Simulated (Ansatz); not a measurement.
# Mg3SnO (built on the sites of a database entry of Sr3SnO): relaxing the cell for a phonon run

Task: relax Mg3SnO (built on the sites of a database entry of Sr3SnO) tightly.

Main program and level: Ansatz 0.2.0; DFT RPBE, scalar-relativistic, plane waves, PAW.

The structure was built from a prototype and need not be the compound's stable phase.

## (1) Set-up

The structure is cubic, space group Pm-3m (No. 221). The conventional cell has a = 4.141 Å, b = 4.141 Å, c = 4.141 Å, α = 90.00°, β = 90.00°, γ = 90.00°. Nearest to Mg lie 2 O at 2.07 Å. Nearest to Sn lie 12 Mg at 2.93 Å. Nearest to O lie 6 Mg at 2.07 Å. Farther neighbours and most contacts between anions are not listed.

## (2) Probe on a coarse mesh

First a cheap look: the gap decides the mesh and the occupations, the pressure tells how far the cell has to move.

Contents of input.yaml:

```yaml
crystal:
  lattice:
    - [4.14141, 0.0, 0.0]
    - [0.0, 4.14141, 0.0]
    - [0.0, 0.0, 4.14141]
  atoms:
    - { symbol: Mg, position: [0.0, 0.5, 0.5] }
    - { symbol: Mg, position: [0.5, 0.0, 0.5] }
    - { symbol: Mg, position: [0.5, 0.5, 0.0] }
    - { symbol: Sn, position: [0.0, 0.0, 0.0] }
    - { symbol: O, position: [0.5, 0.5, 0.5] }
kpoints:
  mp_grid: { grid: [4, 4, 4] }
hamiltonian:
  xc: rpbe
scf:
  occupations: { method: gaussian, width: 0.1 }
output:
  forces: true
  stress: true
  eigenvalues: true
```

The run is started by

```bash
$ ansatz run input.yaml --threads 8 --pin off --max-ram 14336MiB --backend cpu --events-out ev --progress --plain --runs-dir out
```

Numbers of over 12 decimals in the logs are rounded to 6 here.

Output:

```text
Engine: ansatz 0.2.0, x86_64-unknown-linux-gnu
Pseudopotentials: kind: paw
Pseudopotential: Mg, paw, valence charge 10, recommended cutoff 420 eV (normal), Mg.paw.azcp
Pseudopotential: Sn, paw, valence charge 14, recommended cutoff 420 eV (normal), Sn.paw.azcp
Pseudopotential: O, paw, valence charge 6, recommended cutoff 420 eV (normal), O.paw.azcp
Functional definition: RPBE
  parameter kappa = 0.804
[...]
k-point 0: bands = [... 21 lower, 5.4887, 11.5661, 11.5661, 11.5661, 12.5883, 12.5883, 15.2225, 18.1299, ... 1 higher]
  k-point 1: bands = [... 21 lower, 5.5881, 8.8554, 11.4219, 11.4219, 13.0192, 14.5181, 16.7857, 16.7857, ... 1 higher]
  k-point 2: bands = [... 21 lower, 6.5057, 6.5946, 11.2470, 11.2470, 13.7196, 16.1129, 16.1296, 16.3030, ... 1 higher]
  k-point 9: bands = [... 21 lower, 5.2598, 7.9644, 7.9644, 7.9644, 13.9010, 13.9010, 13.9010, 16.3555, ... 1 higher]
[key lines of the parts left out:]
SCF converged after 6 iterations
Free energy (F): -12383.338991 eV
Fermi energy:    12.108351 eV
P = ⅓ Tr σ = 20.8534 GPa (208.534 kbar)
```

Run time: 1.6 s. Hardware: 8 threads of Intel Xeon Platinum 8375C at 2.90GHz (Ice Lake), shared host; peak memory 0.43 GiB.

A gap read on the k-mesh alone can miss the band edges.

Numbers from this step:

- pressure: 20.85 GPa
- volume per atom: 14.21 Å³
- gap on the k-mesh: 0.7659 eV
- direct gap on mesh: 0.8080 eV

The coarse mesh shows a gap of 0.77 eV and a pressure of 20.9 GPa.

## (3) Rough relaxation

A rough relaxation comes first, because large forces or stress need no tight tolerances yet.

input.yaml: that of step 2 with these lines changed.

```diff
@@ -12,3 +12,3 @@
 kpoints:
-  mp_grid: { grid: [4, 4, 4] }
+  mp_grid: { grid: [6, 6, 6] }
 hamiltonian:
@@ -21 +21,6 @@
   eigenvalues: true
+relax:
+  adjacent_minimum: "off"
+  f_tol: 0.05
+  max_steps: 80
+  cell: { stress_tol: 0.5 }
```

Output:

```text
[...]
Crystal: 5 atoms, lattice volume = 71.030 Å³
Basis set: ecut = 420 eV, 1357 PW (Γ), exchange–correlation on 60×60×60 points (8 copies of the dense FFT grid, shifted against one another)
Bands: 30, of which v1, the nominal top of the filled ones, is band 25 counted from 1 (24 counted from 0)
Symmetry: 48 space group operations
[...]
k-points: 20 of 216
[...]
cell:  # Å, volume = 87.1904 Å³
    - [4.434278, 0, 0]
    - [0, 4.434278, 0]
    - [0, 0, 4.434278]
  atoms:
    - { symbol: Mg, position: [0, 0.500000, 0.500000] }
    - { symbol: Mg, position: [0.500000, 0, 0.500000] }
    - { symbol: Mg, position: [0.500000, 0.500000, 0] }
    - { symbol: Sn, position: [0, 0, 0] }
    - { symbol: O, position: [0.500000, 0.500000, 0.500000] }
[key lines of the parts left out:]
SCF converged after 5 iterations
Free energy (F): -12384.319723 eV
Fermi energy:    9.404090 eV
P = ⅓ Tr σ = 0.0622 GPa (0.622 kbar)
```

The job ended after 3 s (8 threads; peak memory 0.51 GiB).

The steps of the relaxation:

```csv
step,energy less that of the first step (eV),largest force component (eV/Å),pressure (GPa),volume (Å³)
1,0.0000,0.0000,20.67,71.03
2,-0.7840,0.0000,4.51,81.81
3,-0.8408,0.0000,0.90,85.42
4,-0.8428,0.0000,-0.06,86.53
5*,-0.8819,0.0000,0.57,86.53
6,-0.8827,0.0000,0.06,87.19
7*,-0.8832,0.0000,0.06,87.19
```

Relaxation steps marked * repeat the geometry before them on a plane-wave basis chosen anew for their cell, so energy and pressure can jump there.

The run keeps the 48 symmetry operations that it works with, so distortions that break them were not tested.

```csv
"conventional cell, symmetrised",before,after,change
a (Å),4.141,4.434,+7.1 %
b (Å),4.141,4.434,+7.1 %
c (Å),4.141,4.434,+7.1 %
volume (Å³/atom),14.21,17.44,+22.8 %
```

The relaxed structure:

```cif
data_structure
_symmetry_space_group_name_H-M 'P 1'
_symmetry_Int_Tables_number 1
_cell_length_a 4.4343
_cell_length_b 4.4343
_cell_length_c 4.4343
_cell_angle_alpha 90.000
_cell_angle_beta 90.000
_cell_angle_gamma 90.000
_cell_volume 87.19
loop_
_atom_site_label
_atom_site_type_symbol
_atom_site_fract_x
_atom_site_fract_y
_atom_site_fract_z
_atom_site_occupancy
Mg1 Mg 0.00000 0.50000 0.50000 1
Mg2 Mg 0.50000 0.00000 0.50000 1
Mg3 Mg 0.50000 0.50000 0.00000 1
Sn4 Sn 0.00000 0.00000 0.00000 1
O5 O 0.50000 0.50000 0.50000 1
```

This step gave:

```
pressure          : 0.06217 GPa
volume per atom   : 17.44 Å³
gap on the k-mesh : 0 eV
```

In this step the volume went from 14.21 to 17.44 Å³/atom.

## (4) Bringing the structure to rest

The cell and atoms are relaxed, since residual forces and stress would shift the frequencies.

Contents of input.yaml:

```yaml
crystal:
  lattice:
    - [4.4342783853, 0.0, 0.0]
    - [0.0, 4.4342783853, 0.0]
    - [0.0, 0.0, 4.4342783853]
  atoms:
    - { symbol: Mg, position: [0.0, 0.5, 0.5] }
    - { symbol: Mg, position: [0.5, 0.0, 0.5] }
    - { symbol: Mg, position: [0.5, 0.5, 0.0] }
    - { symbol: Sn, position: [0.0, 0.0, 0.0] }
    - { symbol: O, position: [0.5, 0.5, 0.5] }
kpoints:
  mp_grid: { grid: [8, 8, 8] }
hamiltonian:
  xc: rpbe
scf:
  occupations: { method: gaussian, width: 0.1 }
output:
  forces: true
  stress: true
  eigenvalues: true
  write_density: true
  write_potential: true
  elf: true
  volumetric_format: npy
relax:
  adjacent_minimum: "off"
  f_tol: 0.005
  max_steps: 80
  cell: { stress_tol: 0.05 }
```

Output:

```text
[...]
Crystal: 5 atoms, lattice volume = 87.190 Å³
Basis set: ecut = 420 eV, 1743 PW (Γ), exchange–correlation on 60×60×60 points (8 copies of the dense FFT grid, shifted against one another)
Bands: 30, of which v1, the nominal top of the filled ones, is band 25 counted from 1 (24 counted from 0)
[... 1 set-up line as in the run before ...]
[...]
k-points: 35 of 512
[...]
SCF iter   1: F=—  HF=-12384.357019 eV  |F-HF|=—  |Δ(HF+E_count)|=         —  Δρ=5.17e-3  dr2=5.92e-2  ethr=1.77e-3  ⟨swp⟩=7.1  Hψ=5216  notcnv=0
[...]
SCF iter   7: F=-12384.338760 eV  HF=-12384.338760 eV  |F-HF|=4.84e-9  |Δ(HF+E_count)|=   1.43e-7  Δρ=7.85e-6  dr2=3.71e-8  ethr=2.00e-10  ⟨swp⟩=12.7  Hψ=7602  notcnv=0
SCF 1 converged in 7 iterations: F = -12384.338760 eV  dr2 = 3.71e-8
[...]
relax step   1: F+E_penalty+E_count = -12384.33875994 eV  Δ(F+E_penalty+E_count) = +0.000e0 eV  max|allowed force component| = 4.315e-29 eV/Å  Δτ_max = 0.0000 Å  P = +0.147 GPa  Ω = 87.190 Å³  (7 SCF iters, dr2 threshold 1.00e-7 eV, accepted)
Crystal: 5 atoms, lattice volume = 87.352 Å³
[...]
SCF iter   4: F=-12384.338716 eV  HF=-12384.338716 eV  |F-HF|=9.75e-10  |Δ(HF+E_count)|=   9.41e-8  Δρ=5.97e-6  dr2=2.44e-8  ethr=1.07e-10  ⟨swp⟩=6.9  Hψ=6544  notcnv=0
SCF 2 converged in 4 iterations: F = -12384.338716 eV  dr2 = 2.44e-8
relax step   2: F+E_penalty+E_count = -12384.33871585 eV  Δ(F+E_penalty+E_count) = +4.409e-5 eV  max|allowed force component| = 8.868e-30 eV/Å  Δτ_max = 0.0000 Å  P = +0.022 GPa  Ω = 87.352 Å³  energy of the carried Pulay correction = -1.292e-4 eV  (4 SCF iters, dr2 threshold 5.37e-8 eV, accepted)
[...]
SCF iter   6: F=-12384.338862 eV  HF=-12384.338862 eV  |F-HF|=4.00e-11  |Δ(HF+E_count)|=  6.55e-11  Δρ=2.33e-7  dr2=1.98e-11  ethr=1.00e-12  ⟨swp⟩=6.2  Hψ=4607  notcnv=0
SCF 3 converged in 6 iterations: F = -12384.338862 eV  dr2 = 1.98e-11
[...]
relax step   3: F+E_penalty+E_count = -12384.33886194 eV  Δ(F+E_penalty+E_count) = -1.461e-4 eV  max|allowed force component| = 1.209e-29 eV/Å  Δτ_max = 0.0000 Å  P = +0.025 GPa  Ω = 87.352 Å³  stress off target by 2.47e-2 GPa  SCF on the basis re-selected at this cell (its energy is not comparable with the rows above)  (6 SCF iters)
[...]
SCF converged after 6 iterations
Free energy (F): -12384.338862 eV
[...]
Internal energy: -12384.335372 eV  (E = F + TS)
E sigma→0 (E₀):  -12384.337117 eV
Entropy (-TS):   -0.003490 eV (-0.698 meV/atom)
Fermi energy:    9.244166 eV
[...]
--- Stress (GPa, compression-positive) ---
        0.024691       0.000000       0.000000
        0.000000       0.024691       0.000000
        0.000000       0.000000       0.024691
  P = ⅓ Tr σ = 0.0247 GPa (0.247 kbar)
--- Band table (eV; the first three rows and the last of 35) ---
  k-point 0: bands = [... 21 lower, 3.7524, 8.8631, 8.8631, 8.8631, 9.8231, 9.8231, 10.6608, 15.1491, ... 1 higher]
  k-point 1: bands = [... 21 lower, 3.7766, 7.7392, 8.8478, 8.8478, 9.9301, 10.3688, 11.6496, 14.3466, ... 1 higher]
  k-point 2: bands = [... 21 lower, 3.8367, 6.3914, 8.8034, 8.8034, 10.2415, 10.9452, 13.5755, 13.5755, ... 1 higher]
  k-point 34: bands = [... 21 lower, 3.3296, 5.9342, 5.9342, 5.9342, 10.7068, 10.7068, 10.7068, 12.7085, ... 1 higher]
--- Relaxed structure (2 steps of the walk, 2 accepted, 1 SCFs on fresh bases) ---
[...]
cell:  # Å, volume = 87.3523 Å³
    - [4.437021, 0, 0]
    - [0, 4.437021, 0.0]
    - [0, 0.0, 4.437021]
  atoms:
    - { symbol: Mg, position: [0, 0.5, 0.5] }
    - { symbol: Mg, position: [0.5, 0, 0.5] }
    - { symbol: Mg, position: [0.5, 0.5, 0] }
    - { symbol: Sn, position: [0, 0, 0] }
    - { symbol: O, position: [0.5, 0.5, 0.5] }
```

Elapsed: 2.1 s, on 8 threads; peak memory 0.57 GiB; 13 s of CPU time.

Little changed from the start: no atom moved by 0.005 Å and no cell edge by 0.1 %.

Numbers from this step:

```
pressure        : 0.02469 GPa
volume per atom : 17.47 Å³
```

Valence density in the ac plane at fractional y = 0.500, with atoms of Mg and O within 0.2 Å of it. It is the smooth field of the valence electrons, not physical close to the nuclei.

Values in e/Å³, 14 rows by 14 columns, each cell a mean:
```
 0  0  0  0  0  2 11 16  6  1  0  0  0  0
 0  0  0  0  0  0  2  3  1  0  0  0  0  0
 0  0  0  0  0  0  0  0  0  0  0  0  0  0
 0  0  0  0  0  0  0  0  0  0  0  0  0  0
 1  0  0  0  0  1  1  1  1  0  0  0  0  1
 9  4  0  0  0  1  3  4  3  1  0  0  1  6
24 10  1  0  1  2  6  7  4  1  0  0  3 16
17  7  1  0  1  2  5  6  3  1  0  0  2 11
 3  1  0  0  0  1  2  2  1  1  0  0  0  2
 0  0  0  0  0  0  1  1  0  0  0  0  0  0
 0  0  0  0  0  0  0  0  0  0  0  0  0  0
 0  0  0  0  0  0  1  1  0  0  0  0  0  0
 0  0  0  0  0  1  7 10  4  0  0  0  0  0
 0  0  0  0  0  3 17 24  9  1  0  0  0  0
```
Columns run along a (4.4 Å), rows up along c (4.4 Å). Atoms in or near the plane, at fractional coordinates: Mg at (0.00, 0.50), Mg at (0.50, 0.00), O at (0.50, 0.50).

ELF in the ac plane at fractional y = 0.500, with atoms of Mg and O within 0.2 Å of it. It is the smooth field of the valence electrons, not physical close to the nuclei.

Values, 14 rows by 14 columns, each cell a mean:
```
0.27 0.29 0.29 0.15 0.06 0.29 0.38 0.34 0.40 0.17 0.06 0.23 0.29 0.28
0.29 0.29 0.28 0.18 0.06 0.10 0.27 0.31 0.21 0.06 0.09 0.24 0.28 0.29
0.23 0.24 0.23 0.17 0.11 0.07 0.07 0.07 0.06 0.08 0.13 0.20 0.24 0.23
0.06 0.07 0.10 0.15 0.22 0.37 0.49 0.52 0.46 0.31 0.18 0.13 0.09 0.06
0.21 0.12 0.04 0.15 0.41 0.66 0.78 0.79 0.75 0.57 0.31 0.08 0.06 0.17
0.40 0.36 0.11 0.18 0.59 0.80 0.77 0.73 0.80 0.75 0.46 0.06 0.21 0.40
0.25 0.38 0.19 0.19 0.67 0.81 0.59 0.43 0.73 0.79 0.52 0.07 0.31 0.34
0.33 0.38 0.16 0.18 0.64 0.81 0.69 0.59 0.77 0.78 0.49 0.07 0.27 0.38
0.34 0.22 0.05 0.17 0.49 0.74 0.81 0.81 0.80 0.66 0.37 0.07 0.10 0.29
0.07 0.05 0.07 0.15 0.28 0.49 0.64 0.67 0.59 0.41 0.22 0.11 0.06 0.06
0.14 0.16 0.18 0.16 0.15 0.17 0.18 0.19 0.18 0.15 0.15 0.17 0.18 0.15
0.29 0.28 0.27 0.18 0.07 0.05 0.16 0.19 0.11 0.04 0.10 0.23 0.28 0.29
0.28 0.29 0.28 0.16 0.05 0.22 0.38 0.38 0.36 0.12 0.07 0.24 0.29 0.29
0.27 0.28 0.29 0.14 0.07 0.34 0.33 0.25 0.40 0.21 0.06 0.23 0.29 0.27
```
Columns run along a (4.4 Å), rows up along c (4.4 Å). Atoms in or near the plane, at fractional coordinates: Mg at (0.00, 0.50), Mg at (0.50, 0.00), O at (0.50, 0.50).

Electrostatic potential energy in the ac plane at fractional y = 0.500, with atoms of Mg and O within 0.2 Å of it. With pseudopotentials it is smooth inside the atoms' cores, unlike the true potential.

Ten even steps from '_' (-64 eV) to '@' (11 eV), each cell a mean:
```
@@@@@@@@%%++..__::##%%@@@@@@
@@@@@@@@%%##++==**%%@@@@@@@@
@@@@@@@@@@%%%%%%%%@@@@@@@@@@
%%@@@@@@@@@@@@@@@@@@@@@@@@%%
**##%%@@@@@@%%%%@@@@@@@@%%##
..==##@@@@%%++==**@@@@%%**::
__..**%%@@**--::==%%@@%%==__
__::##@@@@##==--++%%@@%%++..
==**%%@@@@@@##**%%@@@@%%##++
%%%%@@@@@@@@@@@@@@@@@@@@%%%%
@@@@@@@@@@@@@@%%@@@@@@@@@@@@
@@@@@@@@@@%%##**##%%@@@@@@@@
@@@@@@@@%%**::..==##@@@@@@@@
@@@@@@@@%%==____..**%%@@@@@@
```
Columns run along a (4.4 Å; values clipped at the 3rd and 97th percentile), rows up along c (4.4 Å). Atoms in or near the plane, at fractional coordinates: Mg at (0.00, 0.50), Mg at (0.50, 0.00), O at (0.50, 0.50).

In this step the volume went from 17.44 to 17.47 Å³/atom.

## (5) Tight relaxation

Phonons need a cell at rest on their own settings, so the relaxation is repeated with tight tolerances on forces and stress, using the mesh and the filling of the phonon run that follows.

Contents of input.yaml:

```yaml
crystal:
  lattice:
    - [4.4370213796, 0.0, 0.0]
    - [0.0, 4.4370213796, 0.0]
    - [0.0, 0.0, 4.4370213796]
  atoms:
    - { symbol: Mg, position: [0.0, 0.5, 0.5] }
    - { symbol: Mg, position: [0.5, 0.0, 0.5] }
    - { symbol: Mg, position: [0.5, 0.5, 0.0] }
    - { symbol: Sn, position: [0.0, 0.0, 0.0] }
    - { symbol: O, position: [0.5, 0.5, 0.5] }
kpoints:
  mp_grid: { grid: [8, 8, 8] }
hamiltonian:
  xc: rpbe
scf:
  occupations: { method: methfessel_paxton, width: 0.2 }
output:
  forces: true
  stress: true
  eigenvalues: true
relax:
  adjacent_minimum: "off"
  f_tol: 0.001
  max_steps: 60
  cell: { stress_tol: 0.01 }
```

Output:

```text
[...]
Crystal: 5 atoms, lattice volume = 87.352 Å³
Basis set: ecut = 420 eV, 1743 PW (Γ), exchange–correlation on 60×60×60 points (8 copies of the dense FFT grid, shifted against one another)
Bands: 30, of which v1, the nominal top of the filled ones, is band 25 counted from 1 (24 counted from 0)
[... 1 set-up line as in the run before ...]
[...]
k-points: 35 of 512
[...]
--- Relaxed structure (2 steps of the walk, 2 accepted, 1 SCFs on fresh bases) ---
[...]
cell:  # Å, volume = 87.3662 Å³
    - [4.437255, 0, 0]
    - [0, 4.437255, 0.0]
    - [0, 0.0, 4.437255]
  atoms:
    - { symbol: Mg, position: [0, 0.500000, 0.500000] }
    - { symbol: Mg, position: [0.500000, 0, 0.500000] }
    - { symbol: Mg, position: [0.500000, 0.500000, 0] }
    - { symbol: Sn, position: [0, 0, 0] }
    - { symbol: O, position: [0.500000, 0.500000, 0.500000] }
[key lines of the parts left out:]
SCF converged after 10 iterations
Free energy (F): -12384.336857 eV
Fermi energy:    9.236050 eV
P = ⅓ Tr σ = 0.0022 GPa (0.022 kbar)
```

It took 2.2 s on 8 threads; peak memory 0.57 GiB; 14 s of CPU time.

Little changed from the start: no atom moved by 0.005 Å and no cell edge by 0.1 %.

This step gave:

| Quantity | Value |
| --- | --- |
| pressure | 0.002193 GPa |

The forces vanish by symmetry and the pressure is 0.002 GPa, within the tolerances set. The cell now holds 17.47 Å³/atom.

## (6) What came out

* space group after relaxation (within 0.01 Å): Pm-3m
* lattice constant a: 4.437 Å
* lattice constant b: 4.437 Å
* lattice constant c: 4.437 Å
* volume per atom: 17.5 Å³

The forces vanish by symmetry and the pressure is 0.002 GPa, within the tolerances set. The cell now holds 17.47 Å³/atom. The relaxation keeps the symmetry of its start, so it says nothing on stability against lower symmetry. Spin-orbit coupling is left out, which can matter for the heavy elements here. The starting cell was built on a prototype and not taken from a measurement, so the phase need not exist.

[Logs are printed without paths, hosts, clocks, repeated set-up lines and the standing remarks that a program may print on its own settings, such as how far it seeks lower states.]

[Hosts, paths, dates, database ids (printed as entryN), source tags and the programs' standing remarks are cut or masked in the printed files.]
